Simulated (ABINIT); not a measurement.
# SnO2 (Cassiterite): a self-consistent loop beyond G0W0, cycle by cycle, part 3 of 3

Wanted: G0W0 and self-consistent gaps of SnO2 (Cassiterite), with the cost of the cycles.

ABINIT 10.8.3; PBE and many-body steps on it, plane waves. Known limits of the many-body steps: not at the basis limit; no spin-orbit coupling; coarse k mesh.

So far. Step 10 (evGW, cycle 1): Against G0W0 in ABINIT (4×4×4 mesh, 81 bands, screening to 106.1 eV, Godby-Needs plasmon pole), the gap moves by +0.634 eV. Step 13 (evGW, cycle 2): Against the cycle before, the gap moves by +0.054 eV.

### Step 14. Screening, 4×4×4 mesh, 81 bands, screening to 106.1 eV

This step: RPA screening on PBE, plane waves, norm-conserving pseudopotentials.

File run.abi:

```
acell 3*1.0 Angstrom
rprim 
  4.738000000000 0.000000000000 0.000000000000
  0.000000000000 4.738000000000 0.000000000000
  0.000000000000 0.000000000000 3.186500000000
ntypat 2
znucl 50 8
natom 6
typat 1 1 2 2 2 2
xred 
  0.000000000000 0.000000000000 0.000000000000
  0.500000000000 0.500000000000 0.500000000000
  0.307100000000 0.307100000000 0.000000000000
  0.192900000000 0.807100000000 0.500000000000
  0.692900000000 0.692900000000 0.000000000000
  0.807100000000 0.192900000000 0.500000000000
pp_dirpath "pseudos"
pseudos "Sn.upf, O.upf"
ecut 42
ngkpt 4 4 4
nshiftk 1
shiftk 0 0 0
kptopt 1
chksymbreak 0
istwfk *1
occopt 1
irdwfk 1
optdriver 3
nband 81
ecuteps 3.9
inclvkb 2
awtr 1
symchi 1
gwcalctyp 10
mbpt_sciss 3.055 eV
nqptdm 1
qptdm 
  0 0 0
indata_prefix "in"
outdata_prefix "out"
tmpdata_prefix "tmp"
```

Started as:

```
OMP_NUM_THREADS=1 mpirun -n 4 abinit run.abi > log
```

Numbers of over 12 decimals in the logs are rounded to 6 here.

Log:

```text
.Version 10.8.3 of ABINIT. v10.8.2 released Aug 2026.

 Symmetries : space group P4_2/m n m (#136); Bravais tP (primitive tetrag.)
[... echo of the input left out ...]
== DATASET  1 ==================================================================
-   mpi_nproc: 4, omp_nthreads: 1 (-1 if OMP is not activated)

--- !DatasetInfo
iteration_state: {dtset: 1, }
dimensions: {natom: 6, nkpt: 18, mband: 81, nsppol: 1, nspinor: 1, nspden: 1, mpw: 6312, }
cutoff_energies: {ecut:  42.0, pawecutdg:  -1.0, }
[...]
[... chi0 elements left out ...]
 For q-point:  0.000010 0.000020 0.000030
  dielectric constant =   3.5875
  dielectric constant without local fields =   3.7120

  Average fulfillment of the sum rule on Im[epsilon] for q-point    1 :     34.60  [%]
[... wings left out ...]
== END DATASET(S) ==============================================================
================================================================================

 -outvars: echo values of variables after computation  --------
           etotal      0.0000000000E+00
            nband          81
             nkpt          18
          spgroup         136
 [... the other variables as echoed above ...]

 Calculation completed.
```

Wall time 40 s (4 MPI ranks of Arm Neoverse V1, shared host); peak memory 2.3 GiB.

This step gave:

| Item | Value |
| --- | --- |
| ε∞ with local fields, on this mesh, along the program's q direction | 3.587 |
| the same without local fields | 3.712 |
| plasma frequency | 36.20 eV |
| plane waves in the screening matrix | 177 |

This screening uses the functional's bands under a rigid shift, the mean opening of the cycle before.

### Step 15. Screening, 4×4×4 mesh, 81 bands, screening to 106.1 eV

This step: RPA screening on PBE from quasiparticle energies, plane waves, norm-conserving pseudopotentials.

Edit run.abi of step 14 so:

```diff
@@ -33,7 +33,23 @@
 symchi 1
+irdqps 1
 gwcalctyp 10
-mbpt_sciss 3.055 eV
-nqptdm 1
+nqptdm 17
 qptdm 
-  0 0 0
+  0.2500000000 0.0000000000 0.0000000000
+  0.5000000000 0.0000000000 0.0000000000
+  0.2500000000 0.2500000000 0.0000000000
+  0.5000000000 0.2500000000 0.0000000000
+  0.5000000000 0.5000000000 0.0000000000
+  0.0000000000 0.0000000000 0.2500000000
+  0.2500000000 0.0000000000 0.2500000000
+  0.5000000000 0.0000000000 0.2500000000
+  0.2500000000 0.2500000000 0.2500000000
+  0.5000000000 0.2500000000 0.2500000000
+  0.5000000000 0.5000000000 0.2500000000
+  0.0000000000 0.0000000000 0.5000000000
+  0.2500000000 0.0000000000 0.5000000000
+  0.5000000000 0.0000000000 0.5000000000
+  0.2500000000 0.2500000000 0.5000000000
+  0.5000000000 0.2500000000 0.5000000000
+  0.5000000000 0.5000000000 0.5000000000
 indata_prefix "in"
```

File mrgscr.stdin:

```
2
merged
q0_SCR
out_SCR
1
```

Started as:

```
OMP_NUM_THREADS=1 mpirun -n 4 abinit run.abi > log; mrgscr < mrgscr.stdin
```

Log:

```text
.Version 10.8.3 of ABINIT. v10.8.2 released Aug 2026.

 Symmetries : space group P4_2/m n m (#136); Bravais tP (primitive tetrag.)
[... echo of the input left out ...]
== DATASET  1 ==================================================================
-   mpi_nproc: 4, omp_nthreads: 1 (-1 if OMP is not activated)

--- !DatasetInfo
iteration_state: {dtset: 1, }
dimensions: {natom: 6, nkpt: 18, mband: 81, nsppol: 1, nspinor: 1, nspden: 1, mpw: 6312, }
cutoff_energies: {ecut:  42.0, pawecutdg:  -1.0, }
[...]
q-point number  1        q = ( 0.250000, 0.000000, 0.000000) [r.l.u.]
--------------------------------------------------------------------------------
[... chi0 elements left out ...]
  Average fulfillment of the sum rule on Im[epsilon] for q-point    2 :     47.94  [%]

--------------------------------------------------------------------------------
  q-point number  2        q = ( 0.500000, 0.000000, 0.000000) [r.l.u.]
--------------------------------------------------------------------------------
[... chi0 elements left out ...]
  Average fulfillment of the sum rule on Im[epsilon] for q-point    3 :     42.18  [%]

 [... 15 further q-points ...]
```

Elapsed: 2.2 min, on 4 MPI ranks; peak memory 2.1 GiB; 8.6 min of CPU time.

Numbers from this step:

```yaml
plasma_frequency: 36.20 eV
plane_waves_in_the_screening_matrix: 177
```

This screening reads the quasiparticle levels of the cycle before.

### Step 16. evGW, cycle 3

This step: evGW on PBE, plane waves, norm-conserving pseudopotentials.

Edit run.abi of step 15 so:

```diff
@@ -27,12 +27,10 @@
 irdwfk 1
-optdriver 3
+optdriver 4
 nband 81
-ecuteps 3.9
-inclvkb 2
-awtr 1
-symchi 1
-irdqps 1
 gwcalctyp 10
-nqptdm 17
-qptdm 
+ecutsigx 42
+symsigma 1
+nkptgw 18
+kptgw 
+  0.0000000000 0.0000000000 0.0000000000
   0.2500000000 0.0000000000 0.0000000000
@@ -54,2 +52,25 @@
   0.5000000000 0.5000000000 0.5000000000
+bdgw 
+  23 40
+  23 40
+  23 40
+  23 40
+  23 40
+  23 40
+  23 40
+  23 40
+  23 40
+  23 40
+  23 40
+  23 40
+  23 40
+  23 40
+  23 40
+  23 40
+  23 40
+  23 40
+ecuteps 3.9
+irdscr 1
+ppmodel 1
+irdqps 1
 indata_prefix "in"
```

Started as:

```
OMP_NUM_THREADS=1 mpirun -n 4 abinit run.abi > log
```

Log:

```text
.Version 10.8.3 of ABINIT. v10.8.2 released Aug 2026.

 Symmetries : space group P4_2/m n m (#136); Bravais tP (primitive tetrag.)
[... echo of the input left out ...]
== DATASET  1 ==================================================================
-   mpi_nproc: 4, omp_nthreads: 1 (-1 if OMP is not activated)

--- !DatasetInfo
iteration_state: {dtset: 1, }
dimensions: {natom: 6, nkpt: 18, mband: 81, nsppol: 1, nspinor: 1, nspden: 1, mpw: 6312, }
cutoff_energies: {ecut:  42.0, pawecutdg:  -1.0, }
[...]
.  kptgw no:  4; Maximum DeltaE = (   0.001   0.000) for band index: 18
[...]
.  kptgw no: 17; Maximum DeltaE = (   0.002   0.000) for band index:  1
.  kptgw no: 18; Maximum DeltaE = (   0.001  -0.001) for band index:  1

== END DATASET(S) ==============================================================
================================================================================

 -outvars: echo values of variables after computation  --------
           etotal      0.0000000000E+00
            nband          81
             nkpt          18
          spgroup         136
 [... the other variables as echoed above ...]

 Calculation completed.
```

The job ended after 8.2 min (4 MPI ranks; peak memory 3.6 GiB).

This step gave:

* quasiparticle gap on the mesh: 3.483 eV
* gap of the density functional on the mesh: 1.284 eV
* k of the valence top: 0, 0, 0
* k of the conduction bottom: 0, 0, 0
* least direct quasiparticle gap on the computed points: 3.483 eV

Against the cycle before, the gap moves by +0.005 eV.

### Step 17. Side by side

Times are wall times on 4 MPI ranks of Arm Neoverse V1, shared host, good to a factor of about two. A run's time includes the screening step that it read.

```csv
run,mesh,bands,screening cutoff (eV),DFT gap (eV),gap on the mesh (eV),direct (eV),ε∞ used,time
G0W0,4×4×4,81,106.1,1.284,2.790,2.790,4.54,2.9 min
"evGW0, cycle 1",4×4×4,81,106.1,1.284,3.082,3.082,4.54,11 min
"evGW0, cycle 2",4×4×4,81,106.1,1.284,3.019,3.019,4.54,11 min
"evGW0, cycle 3",4×4×4,81,106.1,1.284,3.010,3.010,4.54,11 min
"evGW, cycle 1",4×4×4,81,106.1,1.284,3.424,3.424,3.70,11 min
"evGW, cycle 2",4×4×4,81,106.1,1.284,3.478,3.478,3.60,11 min
"evGW, cycle 3",4×4×4,81,106.1,1.284,3.483,3.483,3.59,11 min
```

### Step 18. Summary of results

```
G0W0           : 2.790 eV
evGW0, cycle 1 : 3.082 eV
evGW0, cycle 2 : 3.019 eV
evGW0, cycle 3 : 3.010 eV
evGW, cycle 1  : 3.424 eV
evGW, cycle 2  : 3.478 eV
evGW, cycle 3  : 3.483 eV
known limits   : not at the basis limit; no spin-orbit coupling; coarse k mesh
```

In words: Only the bands that the input lists are updated; the others, empty or deep, keep the functional's energies or take a rigid shift. The evGW loop starts from the last levels of evGW0, so its cycles and time come on top of those. evGW0 ends at 3.01 eV, +0.22 eV from G0W0, after 3 cycles that took 25 min beside the first screening; the last moved the gap by 0.009 eV. evGW ends at 3.48 eV, +0.69 eV from G0W0, after 3 cycles that took 33 min beside the first screening; the last moved the gap by 0.005 eV. The first cycle of evGW0 takes the full correction, without the factor Z, so it overshoots the one-shot value. Against experiment, by evGW, cycle 3: the gap of 3.48 eV lies −0.12 eV from the measured 3.6 eV (kind not stated, quoted 2022). These are gaps on the mesh, at modest bands and cutoff. The calculation has static nuclei and no excitons; a measured gap holds zero-point and thermal motion, which mostly lowers it. Bands and cutoff are finite, so the gap is not at the basis limit. The miss can reach some tenths of an eV and take either sign; the mesh is an error of its own. The 4×4×4 mesh is coarse for this cell, which bears on the long-range parts of exchange and screening. In the updated screening the q = 0 part is built from Kohn-Sham bands under a rigid shift, the other q from the quasiparticle levels. The many-body steps are scalar-relativistic: spin-orbit coupling is not in them.

[Paths, hosts, dates, memory and timing lines, banners, echoed tables and standing remarks are left out of the program output.]

[Logs are printed without paths, hosts, clocks, repeated set-up lines and the standing remarks that a program may print on its own settings, such as how far it seeks lower states.]

[Runs of the session that timed out or met a known fault of the program may be left out.]

[Hosts, paths, dates, database ids (printed as entryN), source tags and the programs' standing remarks are cut or masked in the printed files.]

[G0W0 gaps are taken among the corrected bands and points alone; a level outside them can change the order at an edge.]

[Where Ansatz stands beside ABINIT at settings called matched, ABINIT's density can come from a denser mesh and the files from another edition; pairs whose starting gaps differed by over 0.03 eV were left out, so agreement reads better than it is.]
